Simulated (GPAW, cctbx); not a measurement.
## Li2TlIrCl6: what bonding does to one electron reflection, worked out

Li2TlIrCl6, Fm-3m (no. 225), a = 10.5640 Å, b = 10.5640 Å, c = 10.5640 Å, α = 90.00°, β = 90.00°, γ = 90.00°.

```
atom  mult.    x    y       z
 Tl1      4  1/2    0       0
 Ir1      4    0    0       0
 Cl1     24    0    0  0.7773
 Li1      8  1/4  3/4     3/4
```

The start was made by putting kin elements into a known structure type; the compound need not exist, or be stable, in this form.

A DFT run (GPAW, PBE, 550 eV, 3×3×3 k-points, Fermi–Dirac width 0.05 eV) gives the static X-ray structure factor of 222 as 245.459 e for the conventional cell; superposed free atoms give 247.184 e. **Problem.** Find the Fourier component V of the crystal potential and the two-beam extinction distance at 80 kV in both cases.

## Step 1: Geometry

The cell volume is Ω = 1178.93 Å³ and d(222) = 3.0496 Å, so g = 1/d = 0.3279 Å⁻¹.

## Step 2: The nuclei

Electrons feel nuclei as well as electrons, so the nuclear charges are summed with the same phases.

Phase sums Σ exp(2πi h·x), turned so that the total is real and positive: Tl +4.000, Ir +4.000, Cl -22.600, Li -8.000. Then F_Z = 81 × (+4.000) + 77 × (+4.000) + 17 × (-22.600) + 3 × (-8.000) = 223.80 e. The electron term has the same sign for this reflection.

## Step 3: Mott–Bethe

Poisson's equation, term by term, gives V = (e/4πε₀)(F_Z − F)/(πΩg²), with e/4πε₀ = 14.3996 V Å.

The prefactor is 14.3996 × 3.0496²/(π × 1178.93) = 0.03616 V per electron. Free atoms: (223.80 − 247.184) × 0.03616 = -0.845 V. Crystal: (223.80 − 245.459) × 0.03616 = -0.783 V. F changes by -0.70 % and V by -7.4 %: the same 1.72 e is measured against F_Z − F = -23.4 e in place of F = 247.2 e.

## Step 4: Extinction distance

In the two-beam case ξ = 1/(λU) with U = 2γm₀eV/h², that is ξ = 150.41 V Å²/(γλV).

At 80 kV, λ = 0.04176 Å and γ = 1.1566. Free atoms: ξ = 3684 Å. Crystal: ξ = 3978 Å. The thickness fringes go as sin²(πt/ξ), so the two patterns slip by a quarter of a period when t|1/ξ₁ − 1/ξ₀| = 1/4, at t ≈ 1248 nm, thicker than usual samples. Thermal motion, absorption and many-beam coupling, left out here, change a real pattern.

## Step 5: Answer

V(222) is -0.78 V against -0.85 V, and ξ is 3978 against 3684 Å. Limits: static atoms, two beams.

[Outputs are excerpts: Python notices, other lines and further rows are left out; steps that failed or that the build refused (PBEsol, TPSS) are not shown.]

[Logs are printed without paths, hosts, clocks, repeated set-up lines and the standing remarks that a program may print on its own settings, such as how far it seeks lower states.]
